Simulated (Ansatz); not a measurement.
# Cs2HgSe2 (Pbam): how G0W0 depends on its starting point, part 2 of 2

One-shot GW is not self-consistent; how far does the start matter for Cs2HgSe2 (Pbam)?

Ansatz 0.2.0; G0W0 on several functionals, plane waves, PAW. Known limits of the many-body steps: not at the basis limit; no spin-orbit coupling; coarse k mesh.

So far. Step 3 (G0W0 on PBEsol): Against the run with 2×2×2 mesh, 904 empty bands, screening to 100 eV, PAW set soft_1 files on LDA, the gap moves by +0.08 eV, while the start moved by +0.12 eV. Step 4 (G0W0 on PBE): Against the run with 2×2×2 mesh, 904 empty bands, screening to 100 eV, PAW set soft_1 files on PBEsol, the gap moves by +0.05 eV, while the start moved by +0.09 eV.

In doubt: masses and optical values from hybrid runs of this build are listed as unsure (steps 6, 7, 8), which bears on the screening that GW takes from such a start.

## (5) G0W0 on r2SCAN

This step: G0W0 on r2SCAN, plane waves, PAW; PAW set soft_1.

File input.yaml:

```yaml
crystal:
  lattice:
    - [8.1849, 0.0, 0.0]
    - [0.0, 10.3302, 0.0]
    - [0.0, 0.0, 4.7112]
  atoms:
    - { symbol: Cs, position: [0.39222, 0.83311, 0.5] }
    - { symbol: Cs, position: [0.60778, 0.16689, 0.5] }
    - { symbol: Cs, position: [0.89222, 0.66689, 0.5] }
    - { symbol: Cs, position: [0.10778, 0.33311, 0.5] }
    - { symbol: Hg, position: [0.5, 0.5, 0.0] }
    - { symbol: Hg, position: [0.0, 0.0, 0.0] }
    - { symbol: Se, position: [0.23025, 0.59445, 0.0] }
    - { symbol: Se, position: [0.76975, 0.40555, 0.0] }
    - { symbol: Se, position: [0.73025, 0.90555, 0.0] }
    - { symbol: Se, position: [0.26975, 0.09445, 0.0] }
kpoints:
  mp_grid: { grid: [2, 2, 2] }
hamiltonian:
  xc: r2scan
  pseudopotentials: { kind: paw, azcp: { folder: soft_1 } }
scf:
  occupations: { method: fixed }
gw:
  n_empty_bands: 904
  ecut_chi: 100
  qp_bands: [v3, c3]
  qp_kpoints: band_edges
  screening: { model: contour_deformation }
```

On the command line:

```bash
$ ansatz run input.yaml --threads 2 --pin off --max-ram 92160MiB --backend cuda --events-out ev --progress --plain --runs-dir out --devices 1 --max-vram 13GiB
```

Numbers of over 12 decimals in the logs are rounded to 6 here.

Output:

```text
GPUs: using 1 of 1 available (devices: 1).
[...]
GPU FFT provider: cuFFT
GPU libraries: cuBLAS 13.8.2, cuFFT 12.4.0, cuSOLVER 12.3.4
Crystal: 10 atoms, lattice volume = 398.340 Å³
Basis set: ecut = 500 eV, 10101 PW (Γ), exchange–correlation on 240×320×144 points (64 copies of the dense FFT grid, shifted against one another)
Bands: 84, of which v1, the nominal top of the filled ones, is band 70 counted from 1 (69 counted from 0)
[...]
1    69      4.3818   -17.2729     2.0166   -14.4594  0.7626     3.5691     3.5850  root
[...]
7    70      4.8299   -17.6784     1.9398   -15.0059  0.7662     4.0858     4.0972  root
     7    71      7.5639    -4.9331    -3.0088    -8.2989  0.8208     7.9226     7.9209  root
     7    72      7.5639    -4.9331    -3.0088    -8.2989  0.8208     7.9226     7.9209  root
     7    73      8.4301   -10.4275    -3.2554   -14.5066  0.8008     9.2647     9.2538  root
[key lines of the parts left out:]
SCF converged after 10 iterations
Free energy (F): -72326.428451 eV
Fermi energy:    4.931161 eV
```

Wall time 45 s (1 × NVIDIA H100 80GB HBM3 (shared by 6 runs) with 2 threads of AMD EPYC 7R13 (Zen 3), shared host); peak memory 4.4 GiB.

This step gave:

```yaml
bands_summed: 974
rpa_eps_infinity_on_this_mesh_eigenvalues: 3.259, 3.338, 4.224
plane_waves_in_the_screening_matrix: 923
g0w0_gap_on_the_mesh: 3.671 eV
k_of_the_valence_top: -0.5, 0, 0
k_of_the_conduction_bottom: 0, 0, 0
starting_gap_on_the_mesh: 2.345 eV
least_direct_g0w0_gap_on_the_computed_points: 3.705 eV
```

Against the run with 2×2×2 mesh, 904 empty bands, screening to 100 eV, PAW set soft_1 files on PBE, the gap moves by +0.25 eV, while the start moved by +0.35 eV.

## (6) G0W0 on HSE06

This step: G0W0 on HSE06, plane waves, PAW; PAW set soft_1.

Changes to input.yaml since step 5:

```diff
@@ -19,3 +19,3 @@
 hamiltonian:
-  xc: r2scan
+  xc: hse06
   pseudopotentials: { kind: paw, azcp: { folder: soft_1 } }
```

Output:

```text
exact exchange: scf.exx.singularity resolves to wigner_seitz, which cuts the screened interaction at the faces of the exchange supercell's Wigner-Seitz cell, so that each pair interacts once, at the shortest of its separations (the periodic images that this leaves out come, for a point-like exchange hole, to about 0.004 eV on a filled level). The cut falls within the interaction's reach, and what an exchange supercel [...]
GPUs: using 1 of 1 available (devices: 1).
[...]
1    68      3.9563   -17.0140     1.8432   -14.5756  0.7816     3.3546     3.3611  root
     1    69      3.9903   -17.1503     1.8390   -14.7167  0.7824     3.3893     3.3957  root
[...]
7    70      4.4683   -17.5334     1.7742   -15.2113  0.7847     3.9156     3.9204  root
     7    71      7.7525    -4.7333    -2.9545    -7.9053  0.8349     7.9704     7.9699  root
     7    72      7.7525    -4.7333    -2.9545    -7.9053  0.8349     7.9704     7.9699  root
     7    73      8.7656    -9.8196    -3.1782   -13.5630  0.8174     9.3346     9.3308  root
[key lines of the parts left out:]
Free energy (F): -72232.496534 eV
Fermi energy:    4.554551 eV
```

The job ended after 2.7 min (1 × NVIDIA H100 80GB HBM3 (shared by 6 runs) with 2 threads; peak memory 3.9 GiB).

Numbers from this step:

- bands summed: 974
- RPA ε∞ on this mesh (eigenvalues): 3.068, 3.130, 3.886
- plane waves in the screening matrix: 923
- G0W0 gap on the mesh: 3.878 eV
- k of the valence top: -0.5, 0, 0
- k of the conduction bottom: 0, 0, 0
- starting gap on the mesh: 2.905 eV
- least direct G0W0 gap on the computed points: 3.916 eV

Against the run with 2×2×2 mesh, 904 empty bands, screening to 100 eV, PAW set soft_1 files on r2SCAN, the gap moves by +0.21 eV, while the start moved by +0.56 eV.

## (7) G0W0 on PBE0

This step: G0W0 on PBE0, plane waves, PAW; PAW set soft_1.

Changes to input.yaml since step 6:

```diff
@@ -19,3 +19,3 @@
 hamiltonian:
-  xc: hse06
+  xc: pbe0
   pseudopotentials: { kind: paw, azcp: { folder: soft_1 } }
```

Output:

```text
GPUs: using 1 of 1 available (devices: 1).
[...]
GPU FFT provider: cuFFT
GPU libraries: cuBLAS 13.8.2, cuFFT 12.4.0, cuSOLVER 12.3.4
Crystal: 10 atoms, lattice volume = 398.340 Å³
Basis set: ecut = 420 eV, 7743 PW (Γ)
Bands: 84, of which v1, the nominal top of the filled ones, is band 70 counted from 1 (69 counted from 0)
Symmetry: 8 space group operations
[...]
k-points: 8
[...]
1    68      3.5745   -17.0280     1.7071   -14.9678  0.8002     3.2198     3.2214  root
     1    69      3.6114   -17.1623     1.7043   -15.1031  0.8010     3.2549     3.2565  root
[...]
7    70      4.0950   -17.5431     1.6480   -15.5901  0.8021     3.7889     3.7901  root
     7    71      8.0866    -4.7159    -2.8549    -7.5515  0.8481     8.0672     8.0672  root
     7    72      8.0866    -4.7159    -2.8549    -7.5515  0.8481     8.0672     8.0672  root
     7    73      9.1164    -9.7805    -3.0724   -13.1742  0.8317     9.4387     9.4377  root
[key lines of the parts left out:]
Free energy (F): -72222.479165 eV
Fermi energy:    4.175770 eV
```

Run time: 3.3 min. Hardware: 1 × NVIDIA H100 80GB HBM3 (shared by 6 runs) with 2 threads; peak memory 4 GiB.

Numbers from this step:

```yaml
bands_summed: 974
rpa_eps_infinity_on_this_mesh_eigenvalues: 2.874, 2.944, 3.610
plane_waves_in_the_screening_matrix: 923
g0w0_gap_on_the_mesh: 4.101 eV
k_of_the_valence_top: -0.5, 0, 0
k_of_the_conduction_bottom: 0, 0, 0
starting_gap_on_the_mesh: 3.604 eV
least_direct_g0w0_gap_on_the_computed_points: 4.140 eV
```

Against the run with 2×2×2 mesh, 904 empty bands, screening to 100 eV, PAW set soft_1 files on HSE06, the gap moves by +0.22 eV, while the start moved by +0.70 eV.

## (8) G0W0 on Hartree-Fock

This step: G0W0 on Hartree-Fock, plane waves, PAW; PAW set soft_1.

Changes to input.yaml since step 7:

```diff
@@ -19,3 +19,3 @@
 hamiltonian:
-  xc: pbe0
+  xc: hf
   pseudopotentials: { kind: paw, azcp: { folder: soft_1 } }
```

Output:

```text
GPUs: using 1 of 1 available (devices: 1).
[...]
GPU FFT provider: cuFFT
GPU libraries: cuBLAS 13.8.2, cuFFT 12.4.0, cuSOLVER 12.3.4
Crystal: 10 atoms, lattice volume = 398.340 Å³
Basis set: ecut = 420 eV, 7743 PW (Γ)
Bands: 84, of which v1, the nominal top of the filled ones, is band 70 counted from 1 (69 counted from 0)
Symmetry: 8 space group operations
[...]
k-points: 8
[...]
1    68      1.6198   -17.1347     1.1706   -17.0886  0.8835     2.7396     2.7443  root
     1    69      1.6473   -17.1955     1.1688   -17.1482  0.8837     2.7642     2.7689  root
[...]
7    70      2.2118   -17.4794     1.1418   -17.4594  0.8835     3.3290     3.3336  root
     7    71     10.8701    -4.0579    -2.2288    -4.1021  0.9102     8.6989     8.6855  root
     7    72     10.8701    -4.0579    -2.2288    -4.1021  0.9102     8.6989     8.6855  root
     7    73     12.5325    -4.8174    -2.3368    -4.8126  0.9052    10.2071    10.1909  root
[key lines of the parts left out:]
Free energy (F): -71520.649873 eV
Fermi energy:    2.273915 eV
```

Run time: 5.7 min. Hardware: 1 × NVIDIA H100 80GB HBM3 (shared by 6 runs) with 2 threads; peak memory 3.7 GiB.

Numbers from this step:

| Item | Value |
| --- | --- |
| bands summed | 974 |
| RPA ε∞ on this mesh (eigenvalues) | 2.040, 2.094, 2.375 |
| plane waves in the screening matrix | 923 |
| G0W0 gap on the mesh | 5.278 eV |
| k of the valence top | -0.5, 0, 0 |
| k of the conduction bottom | -0.5, -0.5, -0.5 |
| starting gap on the mesh | 8.596 eV |
| least direct G0W0 gap on the computed points | 5.352 eV |

Against the run with 2×2×2 mesh, 904 empty bands, screening to 100 eV, PAW set soft_1 files on PBE0, the gap moves by +1.18 eV, while the start moved by +4.99 eV.

## (9) The starts together

All on the 2×2×2 mesh with 904 empty bands and screening to 100 eV. Times are wall times on 1 × NVIDIA H100 80GB HBM3 (shared by 6 runs) with 2 threads of AMD EPYC 7R13 (Zen 3), shared host, good to a factor of about two.

| start | starting gap (eV) | shift (eV) | G0W0 gap (eV) | RPA ε∞ (harmonic mean) | Z (valence, conduction) | time |
| --- | --- | --- | --- | --- | --- | --- |
| LDA | 1.79 | +1.51 | 3.29 | 4.21 | 0.74, 0.80 | 41 s |
| PBEsol | 1.91 | +1.46 | 3.37 | 4.06 | 0.75, 0.80 | 31 s |
| PBE | 2.00 | +1.42 | 3.42 | 3.93 | 0.75, 0.80 | 44 s |
| r2SCAN | 2.34 | +1.33 | 3.67 | 3.56 | 0.76, 0.81 | 45 s |
| HSE06 | 2.91 | +0.97 | 3.88 | 3.32 | 0.78, 0.83 | 2.7 min |
| PBE0 | 3.60 | +0.50 | 4.10 | 3.11 | 0.80, 0.84 | 3.3 min |
| Hartree-Fock | 8.60 | −3.32 | 5.28 | 2.16 | 0.88, 0.91 | 5.7 min |

How the two edges are built up, in eV (the quasiparticle level is the starting level plus Σx plus Σc less Vxc):

| run | edge | start | Σx | Σc | Vxc | Z | QP |
| --- | --- | --- | --- | --- | --- | --- | --- |
| LDA | valence top | 4.87 | -17.74 | 2.10 | -14.91 | 0.74 | 4.15 |
| LDA | conduction bottom | 6.66 | -9.40 | -3.03 | -13.21 | 0.80 | 7.44 |
| PBEsol | valence top | 5.06 | -17.73 | 2.14 | -14.71 | 0.75 | 4.18 |
| PBEsol | conduction bottom | 6.97 | -9.40 | -2.98 | -12.96 | 0.80 | 7.55 |
| PBE | valence top | 5.19 | -17.76 | 2.16 | -14.65 | 0.75 | 4.24 |
| PBE | conduction bottom | 7.19 | -9.45 | -2.94 | -12.85 | 0.80 | 7.66 |
| r2SCAN | valence top | 4.93 | -17.86 | 2.05 | -15.06 | 0.76 | 4.17 |
| r2SCAN | conduction bottom | 7.28 | -9.51 | -2.88 | -12.97 | 0.81 | 7.84 |

## (10) Outcome

| Property | Result |
| --- | --- |
| G0W0@LDA | 3.29 eV (start 1.79 eV) |
| G0W0@PBEsol | 3.37 eV (start 1.91 eV) |
| G0W0@PBE | 3.42 eV (start 2.00 eV) |
| G0W0@r2SCAN | 3.67 eV (start 2.34 eV) |
| G0W0@HSE06 | 3.88 eV (start 2.91 eV) |
| G0W0@PBE0 | 4.10 eV (start 3.60 eV) |
| G0W0@Hartree-Fock | 5.28 eV (start 8.60 eV) |
| known limits | not at the basis limit; no spin-orbit coupling; coarse k mesh |

What this shows: The starting gaps span 6.81 eV and the G0W0 gaps 1.98 eV. Between LDA and Hartree-Fock, 1.98 eV of the 6.81 eV survives, 29 %. Hartree-Fock screens less than LDA (ε∞ 2.16 against 4.21). On Hartree-Fock the correction is negative: that start lies above its own G0W0 value. The smallest correction, +0.50 eV, is on PBE0, the start nearest to reproducing itself. Bands and cutoff are finite, so the gap is not at the basis limit. The miss can reach some tenths of an eV and take either sign; the mesh is an error of its own. The 2×2×2 mesh is coarse for this cell (its supercell is 9 Å along the shortest edge). The RPA ε∞ on it, from the LDA start, is 3.93 and 4.92; such meshes misread the long-range screening, most where the gap is narrow. The program warns that the mesh is coarse for exact exchange, which bears on the hybrid start's gap. The many-body steps are scalar-relativistic: spin-orbit coupling is not in them.

[Paths, hosts, dates, memory and timing lines, banners, echoed tables and standing remarks are left out of the program output.]

[Logs are printed without paths, hosts, clocks, repeated set-up lines and the standing remarks that a program may print on its own settings, such as how far it seeks lower states.]

[Runs of the session that timed out or met a known fault of the program may be left out.]

[Cells called generated may have been cut or substituted from an entry of the Crystallography Open Database or the Materials Project.]

[Hosts, paths, dates, database ids (printed as entryN), source tags and the programs' standing remarks are cut or masked in the printed files.]
